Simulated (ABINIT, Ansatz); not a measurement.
**A GW chain in ABINIT: CdH2O2 (P-3m1)**

Aim: the G0W0 gap of CdH2O2 (P-3m1) on PBEsol, step by step.

Main program and level: ABINIT 10.8.3; PBEsol and many-body steps on it, plane waves.

Most raw output is cut from this account.

## 1. The starting structure

It takes space group P-3m1 (No. 164, trigonal). Conventional cell: a = 3.516 Å, b = 3.516 Å, c = 4.643 Å, α = 90.00°, β = 90.00°, γ = 120.00°. Cd has 6 O at 2.32 Å nearest. H has 1 O at 0.97 Å nearest. Nearest to O lie 1 H at 0.97 Å and 3 Cd at 2.32 Å. Farther neighbours and most contacts between anions are not listed.

The cell and positions are those that the Materials Project relaxed with its own functionals (PBE, PBE+U or r2SCAN), kept fixed.

## 2. Ground state

This step: ABINIT 10.8.3; DFT, PBEsol, plane waves, norm-conserving pseudopotentials.

The ground-state density comes first.

run.abi reads:

```
acell 3*1.0 Angstrom
rprim 
  3.515525964753 0.000000000011 0.000000000000
  -1.757762982386 3.044534793135 0.000000000000
  0.000000000000 0.000000000000 4.642979290000
ntypat 3
znucl 48 1 8
natom 5
typat 1 2 2 3 3
xred 
  0.000000000000 0.000000000000 0.000000000000
  0.666666666667 0.333333333333 0.550960720000
  0.333333333333 0.666666666667 0.449039280000
  0.666666666667 0.333333333333 0.759372000000
  0.333333333333 0.666666666667 0.240628000000
pp_dirpath "pseudos"
pseudos "Cd.upf, H.upf, O.upf"
ecut 47
ngkpt 6 6 4
nshiftk 1
shiftk 0 0 0
kptopt 1
chksymbreak 0
nband 23
occopt 1
tolvrs 1e-10
nstep 60
prtwf 0
optforces 0
optstress 0
indata_prefix "in"
outdata_prefix "out"
tmpdata_prefix "tmp"
```

On the command line:

```sh
$ OMP_NUM_THREADS=1 mpirun -n 4 abinit run.abi > log
```

Run time: 36 s. Hardware: 4 MPI ranks of Arm Neoverse V2, shared host; peak memory 0.38 GiB; 2.4 min of CPU time.

Numbers from this step:

```
total energy               : -5697.0071 eV
gap                        : 1.638 eV
k of the valence top       : 0.5, 0, 0
k of the conduction bottom : 0, 0, 0
least direct gap           : 1.983 eV
```

The gap is indirect, with the least direct gap 0.35 eV higher.

## 3. Bands along the symmetry lines

Levels along a band path, at the cheap level, show where the edges lie and whether the meshes to come will hold them.

run.abi reads:

```
acell 3*1.0 Angstrom
rprim 
  3.515525964753 0.000000000011 0.000000000000
  -1.757762982386 3.044534793135 0.000000000000
  0.000000000000 0.000000000000 4.642979290000
ntypat 3
znucl 48 1 8
natom 5
typat 1 2 2 3 3
xred 
  0.000000000000 0.000000000000 0.000000000000
  0.666666666667 0.333333333333 0.550960720000
  0.333333333333 0.666666666667 0.449039280000
  0.666666666667 0.333333333333 0.759372000000
  0.333333333333 0.666666666667 0.240628000000
pp_dirpath "pseudos"
pseudos "Cd.upf, H.upf, O.upf"
ecut 47
iscf -2
irdden 1
kptopt 0
nkpt 75
kpt 
  0.00000000 0.00000000 0.00000000
  0.06250000 0.00000000 0.00000000
  0.12500000 0.00000000 0.00000000
  0.18750000 0.00000000 0.00000000
  0.25000000 0.00000000 0.00000000
  0.31250000 0.00000000 0.00000000
  0.37500000 0.00000000 0.00000000
  0.43750000 0.00000000 0.00000000
  0.50000000 0.00000000 0.00000000
  0.47916667 0.04166667 0.00000000
  0.45833333 0.08333333 0.00000000
  0.43750000 0.12500000 0.00000000
  0.41666666 0.16666666 0.00000000
  0.39583333 0.20833333 0.00000000
  0.37500000 0.25000000 0.00000000
  0.35416666 0.29166666 0.00000000
  0.33333333 0.33333333 0.00000000
  0.29166666 0.29166666 0.00000000
  0.25000000 0.25000000 0.00000000
  0.20833333 0.20833333 0.00000000
  0.16666666 0.16666666 0.00000000
  0.12500000 0.12500000 0.00000000
  0.08333333 0.08333333 0.00000000
  0.04166667 0.04166667 0.00000000
  0.00000000 0.00000000 0.00000000
  0.00000000 0.00000000 0.06250000
  0.00000000 0.00000000 0.12500000
  0.00000000 0.00000000 0.18750000
  0.00000000 0.00000000 0.25000000
  0.00000000 0.00000000 0.31250000
  0.00000000 0.00000000 0.37500000
  0.00000000 0.00000000 0.43750000
  0.00000000 0.00000000 0.50000000
  0.06250000 0.00000000 0.50000000
  0.12500000 0.00000000 0.50000000
  0.18750000 0.00000000 0.50000000
  0.25000000 0.00000000 0.50000000
  0.31250000 0.00000000 0.50000000
  0.37500000 0.00000000 0.50000000
  0.43750000 0.00000000 0.50000000
  0.50000000 0.00000000 0.50000000
  0.47916667 0.04166667 0.50000000
  0.45833333 0.08333333 0.50000000
  0.43750000 0.12500000 0.50000000
  0.41666666 0.16666666 0.50000000
  0.39583333 0.20833333 0.50000000
  0.37500000 0.25000000 0.50000000
  0.35416666 0.29166666 0.50000000
  0.33333333 0.33333333 0.50000000
  0.29166666 0.29166666 0.50000000
  0.25000000 0.25000000 0.50000000
  0.20833333 0.20833333 0.50000000
  0.16666666 0.16666666 0.50000000
  0.12500000 0.12500000 0.50000000
  0.08333333 0.08333333 0.50000000
  0.04166667 0.04166667 0.50000000
  0.00000000 0.00000000 0.50000000
  0.50000000 0.00000000 0.50000000
  0.50000000 0.00000000 0.43750000
  0.50000000 0.00000000 0.37500000
  0.50000000 0.00000000 0.31250000
  0.50000000 0.00000000 0.25000000
  0.50000000 0.00000000 0.18750000
  0.50000000 0.00000000 0.12500000
  0.50000000 0.00000000 0.06250000
  0.50000000 -0.00000000 0.00000000
  0.33333333 0.33333333 0.50000000
  0.33333333 0.33333333 0.43750000
  0.33333333 0.33333333 0.37500000
  0.33333333 0.33333333 0.31250000
  0.33333333 0.33333333 0.25000000
  0.33333333 0.33333333 0.18750000
  0.33333333 0.33333333 0.12500000
  0.33333333 0.33333333 0.06250000
  0.33333333 0.33333333 0.00000000
istwfk *1
nband 24
nbdbuf 2
tolwfr 1e-08
nstep 40
prtwf 0
prtvol 0
indata_prefix "in"
outdata_prefix "out"
tmpdata_prefix "tmp"
```

It took 42 s on 4 MPI ranks; peak memory 0.42 GiB.

Numbers from this step:

```yaml
gap: 1.638 eV
k_of_the_valence_top: 0.5, 0, 0
k_of_the_conduction_bottom: 0, 0, 0
least_direct_gap: 1.983 eV
```

The gap is 1.638 eV, as in the run before at this level.

The electronic bands at the labelled points (eV, zero at the top of the highest filled band):

| point | band 14 | band 15 | band 16 | band 17 | band 18 | band 19 | band 20 | band 21 |
| --- | --- | --- | --- | --- | --- | --- | --- | --- |
| Γ | -1.06 | -1.06 | -0.34 | -0.34 | 1.64 | 6.13 | 9.97 | 12.80 |
| halfway | -2.58 | -1.63 | -1.14 | -0.15 | 3.83 | 7.68 | 8.74 | 10.52 |
| M | -2.95 | -2.47 | -2.21 | 0.00 | 6.39 | 6.48 | 8.80 | 10.42 |
| halfway | -3.35 | -2.20 | -1.97 | -0.55 | 6.63 | 6.93 | 8.65 | 10.22 |
| K | -3.81 | -1.64 | -1.64 | -1.57 | 6.80 | 7.93 | 7.93 | 10.04 |
| halfway | -2.84 | -1.92 | -0.77 | -0.61 | 4.33 | 8.08 | 8.46 | 10.52 |
| Γ | -1.06 | -1.06 | -0.34 | -0.34 | 1.64 | 6.13 | 9.97 | 12.80 |
| halfway | -1.20 | -1.20 | -0.19 | -0.19 | 2.48 | 5.83 | 9.82 | 12.77 |
| A | -1.30 | -1.30 | -0.07 | -0.07 | 4.29 | 4.29 | 11.03 | 11.23 |
| halfway | -1.93 | -1.42 | -1.30 | -0.36 | 5.21 | 5.68 | 9.81 | 10.77 |
| L | -2.40 | -2.05 | -1.76 | -0.49 | 5.97 | 6.94 | 9.02 | 9.29 |
| halfway | -2.78 | -2.42 | -1.24 | -0.66 | 6.43 | 7.41 | 8.85 | 9.47 |
| H | -3.19 | -2.45 | -0.92 | -0.92 | 7.06 | 8.11 | 8.72 | 8.72 |
| halfway | -2.11 | -1.80 | -1.15 | -0.49 | 5.49 | 6.02 | 9.71 | 10.43 |
| A | -1.30 | -1.30 | -0.07 | -0.07 | 4.29 | 4.29 | 11.03 | 11.23 |
| jump to L | -2.40 | -2.05 | -1.76 | -0.49 | 5.97 | 6.94 | 9.02 | 9.29 |
| halfway | -2.89 | -2.04 | -2.01 | -0.21 | 6.06 | 6.85 | 8.72 | 9.51 |
| M | -2.95 | -2.47 | -2.21 | 0.00 | 6.39 | 6.48 | 8.80 | 10.42 |
| jump to H | -3.19 | -2.45 | -0.92 | -0.92 | 7.06 | 8.11 | 8.72 | 8.72 |
| halfway | -3.59 | -1.92 | -1.26 | -1.26 | 6.91 | 8.20 | 8.20 | 8.79 |
| K | -3.81 | -1.64 | -1.64 | -1.57 | 6.80 | 7.93 | 7.93 | 10.04 |

## 4. Empty states on the mesh, 3×3×2 mesh, 105 bands

The sums over transitions need many empty states on a uniform mesh; this step solves for them.

run.abi reads:

```
acell 3*1.0 Angstrom
rprim 
  3.515525964753 0.000000000011 0.000000000000
  -1.757762982386 3.044534793135 0.000000000000
  0.000000000000 0.000000000000 4.642979290000
ntypat 3
znucl 48 1 8
natom 5
typat 1 2 2 3 3
xred 
  0.000000000000 0.000000000000 0.000000000000
  0.666666666667 0.333333333333 0.550960720000
  0.333333333333 0.666666666667 0.449039280000
  0.666666666667 0.333333333333 0.759372000000
  0.333333333333 0.666666666667 0.240628000000
pp_dirpath "pseudos"
pseudos "Cd.upf, H.upf, O.upf"
ecut 47
ngkpt 3 3 2
nshiftk 1
shiftk 0 0 0
kptopt 1
chksymbreak 0
iscf -2
irdden 1
istwfk *1
nband 105
nbdbuf 8
tolwfr 1e-09
nstep 60
prtvol 0
indata_prefix "in"
outdata_prefix "out"
tmpdata_prefix "tmp"
```

The job ended after 37 s (4 MPI ranks; peak memory 0.34 GiB).

Numbers from this step:

```yaml
gap: 1.704 eV
k_of_the_valence_top: 0, 0, 0.5
k_of_the_conduction_bottom: 0, 0, 0
least_direct_gap: 1.983 eV
k_points_computed: 6
lowest_point_of_the_top_converged_band_above_the_valence_top: 71.8089 eV
```

On this mesh the gap is 1.704 eV. The earlier step found 1.638 eV, so this mesh misses an edge.

## 5. Screening, 3×3×2 mesh, 97 bands, screening to 176.9 eV

The RPA dielectric matrix is built and inverted for each q.

This step: RPA screening on PBEsol, plane waves, norm-conserving pseudopotentials.

Edit run.abi of step 4 so:

```diff
@@ -23,10 +23,11 @@
 chksymbreak 0
-iscf -2
-irdden 1
 istwfk *1
-nband 105
-nbdbuf 8
-tolwfr 1e-09
-nstep 60
-prtvol 0
+occopt 1
+irdwfk 1
+optdriver 3
+nband 97
+ecuteps 6.5
+inclvkb 2
+awtr 1
+symchi 1
 indata_prefix "in"
```

The job ended after 15 s (4 MPI ranks; peak memory 0.8 GiB; 60 s of CPU time).

This step gave:

* ε∞ with local fields, on this mesh, along the program's q direction: 3.899
* the same without local fields: 4.189
* plasma frequency: 30.71 eV
* plane waves in the screening matrix: 287

Local fields lower ε∞ by 7 %. On a Γ-centred mesh this coarse the value itself is usually too large, while a short band sum pulls it down.

## 6. Self-energy, 3×3×2 mesh, 97 bands, screening to 176.9 eV

The self-energy is evaluated for the states that the input lists, and the levels follow from it, in one-shot runs by the linearised quasiparticle equation.

This step: G0W0 on PBEsol, plane waves, norm-conserving pseudopotentials.

Edit run.abi of step 5 so:

```diff
@@ -26,8 +26,17 @@
 irdwfk 1
-optdriver 3
+optdriver 4
 nband 97
+gwcalctyp 0
+ecutsigx 47
+symsigma 1
+nkptgw 2
+kptgw 
+  0.0000000000 0.0000000000 0.5000000000
+  0.0000000000 0.0000000000 0.0000000000
+bdgw 
+  16 19
+  16 19
 ecuteps 6.5
-inclvkb 2
-awtr 1
-symchi 1
+irdscr 1
+ppmodel 1
 indata_prefix "in"
```

Elapsed: 6.3 s, on 4 MPI ranks; peak memory 0.7 GiB; 25 s of CPU time.

This step gave:

```yaml
g0w0_gap_on_the_points_computed: 3.348 eV
starting_gap_on_the_mesh: 1.704 eV
k_of_the_valence_top: 0, 0, 0.5
k_of_the_conduction_bottom: 0, 0, 0
z_at_the_valence_top: 0.794
z_at_the_conduction_bottom: 0.846
least_direct_g0w0_gap_on_the_computed_points: 3.691 eV
```

The gap on the mesh goes from 1.70 eV to 3.35 eV, a correction of +1.64 eV. The start differs from the 1.64 eV found before because the two sample other k points.

Limits: finite bands, cutoff and mesh; d shell near the gap, gap tends to lie low; no spin-orbit coupling; coarse k mesh. v1 is the top filled band, c1 the lowest empty one. Levels before and after the correction, in eV, zero at the valence-band top of each column:

|  | conduction bottom | valence top |
| --- | --- | --- |
| Kohn-Sham | 1.70 | 0.00 |
| G0W0 | 3.35 | 0.00 |

|  | level | energy (eV) |
| --- | --- | --- |
| Kohn-Sham | (0 0 0.5) v2-v1 | 0.000 |
| Kohn-Sham | (0 0 0.5) c1 | 4.351 |
| Kohn-Sham | (0 0 0.5) c2 | 4.359 |
| Kohn-Sham | Γ v2-v1 | -0.279 |
| Kohn-Sham | Γ c1 | 1.704 |
| Kohn-Sham | Γ c2 | 6.193 |
| G0W0 | (0 0 0.5) v2-v1 | 0.000 |
| G0W0 | (0 0 0.5) c1 | 6.035 |
| G0W0 | (0 0 0.5) c2 | 6.448 |
| G0W0 | Γ v2-v1 | -0.343 |
| G0W0 | Γ c1 | 3.348 |
| G0W0 | Γ c2 | 7.855 |

## 7. Where the time went

Times are wall times on 4 MPI ranks of Arm Neoverse V2, shared host, good to a factor of about two.

| step | time | share | memory (GiB) |
| --- | --- | --- | --- |
| ground state | 36 s | 26 % | 0.38 |
| bands along the symmetry lines | 42 s | 31 % | 0.42 |
| empty states on the mesh | 37 s | 27 % | 0.34 |
| screening | 15 s | 11 % | 0.8 |
| self-energy | 6.3 s | 5 % | 0.7 |

## 8. Summary of results

```yaml
pbesol_gap: 1.64 eV, indirect
g0w0_gap_on_the_mesh: 3.35 eV
g0w0_gap_over_the_zone_rigid_shift: 3.28 eV
gw_settings: 3×3×2 mesh, 97 bands, screening to 176.9 eV, Godby-Needs plasmon pole
known_limits: not at the basis limit; d shell near the gap, gap tends to lie low; no spin-orbit coupling; coarse k mesh
```

G0W0 moves the gap on the mesh from 1.70 eV to 3.35 eV (+1.64 eV), with Z of 0.79 and 0.85 at the edges. The mesh misses the band edges by 0.07 eV in all; a rigid shift gives 3.28 eV for the zone. Local fields lower the RPA ε∞ on this mesh from 4.19 to 3.90; a Γ-centred mesh this coarse tends to raise both, most where the direct gap is narrow, while a short band sum lowers them. Only 2 of the mesh's irreducible points were corrected, so a valley elsewhere could overtake. Bands and cutoff are finite, so the gap is not at the basis limit. The miss can reach some tenths of an eV and take either sign; the mesh is an error of its own. In the G0W0 run levels were corrected at 2 k points alone, so a gap called «on the mesh» is the least over those, and an edge elsewhere would be missed. A denser mesh or path gives a starting gap of 1.64 eV: the GW mesh misses a band edge, so its gaps are not the fundamental one. The 3×3×2 mesh is coarse for this cell, which bears on the long-range parts of exchange and screening. A d shell, filled or nearly so, lies near the gap. One-shot GW converges very slowly in bands there, not always from below, and on a semilocal start the gap tends to come out low; starts rich in exact exchange can overshoot instead. The many-body steps are scalar-relativistic: spin-orbit coupling is not in them.

[Paths, hosts, dates, memory and timing lines, banners, echoed tables and standing remarks are left out of the program output.]

[Logs are printed without paths, hosts, clocks, repeated set-up lines and the standing remarks that a program may print on its own settings, such as how far it seeks lower states.]

[Runs of the session that timed out or met a known fault of the program may be left out.]

[Hosts, paths, dates, database ids (printed as entryN), source tags and the programs' standing remarks are cut or masked in the printed files.]

[G0W0 gaps are taken among the corrected bands and points alone; a level outside them can change the order at an edge.]

[Where Ansatz stands beside ABINIT at settings called matched, ABINIT's density can come from a denser mesh and the files from another edition; pairs whose starting gaps differed by over 0.03 eV were left out, so agreement reads better than it is.]
